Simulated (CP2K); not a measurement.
Two runs for the C K edge of 4-formylpyridine. Run A: CP2K XAS_TDP, all-electron GAPW, PBEh(45%), aug-cc-pVDZ, TDA, no relativity. Run B differs in one setting.

First lines with a strength over 0.0015. A:

| atom | energy (eV) | states | strength, one atom |
| --- | --- | --- | --- |
| C2 (bonded to C, O and H) | 281.40 | 1 | 0.0603 |
|  | 286.34 | 1 | 0.0082 |
|  | 286.70 | 1 | 0.0030 |
|  | 286.81 | 1 | 0.0176 |
|  | 287.86 | 1 | 0.0019 |
| C3 (bonded to 3 C) | 280.94 | 1 | 0.0355 |
|  | 283.61 | 1 | 0.0050 |
|  | 284.21 | 1 | 0.0177 |
|  | 287.02 | 1 | 0.0031 |
|  | 287.55 | 1 | 0.0035 |
| C4 (bonded to 2 C and H) | 280.95 | 1 | 0.0461 |
|  | 282.72 | 1 | 0.0068 |
|  | 284.74 | 1 | 0.0138 |
|  | 285.95 | 1 | 0.0031 |
|  | 286.54 | 1 | 0.0020 |
| C5 (bonded to C, N and H) | 281.62 | 1 | 0.0507 |
|  | 283.20 | 1 | 0.0061 |
|  | 285.43 | 1 | 0.0119 |
|  | 286.03 | 1 | 0.0024 |
|  | 286.52 | 1 | 0.0038 |

B:

| atom | energy (eV) | states | strength, one atom |
| --- | --- | --- | --- |
| C2 (bonded to C, O and H) | 281.42 | 1 | 0.0597 |
|  | 286.49 | 1 | 0.0117 |
|  | 288.00 | 1 | 0.0364 |
|  | 289.89 | 1 | 0.0181 |
|  | 290.65 | 1 | 0.0057 |
| C3 (bonded to 3 C) | 280.96 | 1 | 0.0350 |
|  | 283.79 | 1 | 0.0015 |
|  | 284.42 | 1 | 0.0215 |
|  | 287.45 | 1 | 0.0169 |
|  | 287.92 | 1 | 0.0035 |
| C4 (bonded to 2 C and H) | 281.01 | 1 | 0.0457 |
|  | 282.88 | 1 | 0.0062 |
|  | 285.93 | 1 | 0.0308 |
|  | 288.13 | 1 | 0.0065 |
|  | 288.60 | 1 | 0.0089 |
| C5 (bonded to C, N and H) | 281.63 | 1 | 0.0506 |
|  | 283.18 | 1 | 0.0055 |
|  | 286.33 | 1 | 0.0033 |
|  | 286.82 | 1 | 0.0307 |
|  | 289.43 | 1 | 0.0095 |

**Question.** Which was it: GW2X switched on, the functional, scalar relativity switched on, the basis?

The basis (basis from aug-cc-pVDZ to 6-31G*; the lines alone don't name the new value). A basis moves diffuse and continuum lines far more than the leading valence line. Against PBEh(45%) in aug-cc-pVDZ, the leading lines move by +0.02 eV (C2, to 281.42), +0.02 eV (C3, to 280.96), +0.06 eV (C4, to 281.01) and +0.01 eV (C5, to 281.63). The next line of C2 over the strength cut lies 5.07 eV higher, against 4.94.

[Hosts, paths, dates, database ids (printed as entryN), source tags and the programs' standing remarks are cut or masked in the printed files.]
